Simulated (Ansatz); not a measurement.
An input for Ansatz 0.2.0 (Si2WN4 (MoSi2N4-type monolayer)):

```yaml
crystal:
  lattice:
    - [2.9139583244, 0.0, 0.0]
    - [-1.4569791622, 2.5235619345, 0.0]
    - [0.0, 0.0, 49.2]
  atoms:
    - { symbol: W, position: [0.0, 0.0, 0.5] }
    - { symbol: "N", position: [0.3333333333, 0.6666666667, 0.5254926396] }
    - { symbol: "N", position: [0.3333333333, 0.6666666667, 0.4745073604] }
    - { symbol: Si, position: [0.3333333333, 0.6666666667, 0.5610134695] }
    - { symbol: Si, position: [0.3333333333, 0.6666666667, 0.4389865305] }
    - { symbol: "N", position: [0.6666666667, 0.3333333333, 0.5712606969] }
    - { symbol: "N", position: [0.6666666667, 0.3333333333, 0.4287393031] }
  periodic: [true, true, false]
kpoints:
  mp_grid: { grid: [6, 6, 1] }
hamiltonian:
  xc: pbe
  pseudopotentials: { kind: paw, azcp: { folder: soft_1 } }
scf:
  occupations: { method: fixed }
gw:
  n_empty_bands: 247
  ecut_chi: 45.0
  qp_bands: [v2, c2]
  qp_kpoints: band_edges
  screening: { model: contour_deformation }
```

```sh
ansatz run input.yaml --threads 3 --pin off --max-ram 92160MiB --backend cuda --events-out ev --progress --plain --runs-dir out --devices 1 --max-vram 13GiB
```

**Question.** How long will it take on 1 × NVIDIA H100 80GB HBM3 (shared by 6 runs) with 3 threads of AMD EPYC 7R13 (Zen 3), shared host, and how much memory?

It took 16 s; on shared hardware allow 7.8 s to 31 s. Peak host memory was 1.4 GiB. The sizes that set the cost: 7017 plane waves a state, 7 irreducible k points, 268 bands summed, 275 plane waves in the screening and 10 SCF cycles.

The screening grows as filled bands × empty bands × pairs of k points, times the square of the screening basis for the matrix.

[Paths, hosts, dates, memory and timing lines, banners, echoed tables and standing remarks are left out of the program output.]

[Logs are printed without paths, hosts, clocks, repeated set-up lines and the standing remarks that a program may print on its own settings, such as how far it seeks lower states.]

[Runs of the session that timed out or met a known fault of the program may be left out.]

[Cells called generated may have been cut or substituted from an entry of the Crystallography Open Database or the Materials Project.]

[Hosts, paths, dates, database ids (printed as entryN), source tags and the programs' standing remarks are cut or masked in the printed files.]
